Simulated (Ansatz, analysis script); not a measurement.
# Calculated records

## Zigzag Ti chain, bond 2.823 Å: non-collinear orders

The cell holds 4 atoms: 4 Ti. Its edges and angles: a = 12.000 Å, b = 12.000 Å, c = 6.775 Å, α = 90.0°, β = 90.0°, γ = 90.0°. It derives from Ti. An idealised lattice of chosen spacing, in vacuum. Vacuum lies along a and b. The structure's axis is c.

- method: PBE, PAW set soft_2; spinors, patterns of moment directions started one by one (and 3 further levels or steps)
- program: Ansatz 0.2.0 and analysis script 1
- settings of one run: cutoff 420 eV, 1×1×3 k-mesh, Fermi-Dirac occupations, smearing width 0.1 eV, patterns started 7
- notes: Without spin–orbit coupling only the angles between moments count. Only the listed patterns were tried. The mesh is coarse for a state with partly filled levels, so small values and close rankings are not settled. The cell was taken as built, with atoms unrelaxed.
- lowest state found: coplanar with net moment
- mean cosine between nearest magnetic neighbours there: 0.04
- net moment of the lowest state: 2.64 μB a cell
- mean moment in the lowest state: 1.42 μB

The lowest state found is coplanar with net moment, reached from the start «random 2», 1.78 meV a magnetic atom under the next one (coplanar compensated). The lowest collinear state among those run (antiferromagnetic) lies 10.5 meV a magnetic atom above a non-collinear one.

[Hosts, paths, dates, database ids (printed as entryN), source tags and the programs' standing remarks are cut or masked in the printed files.]
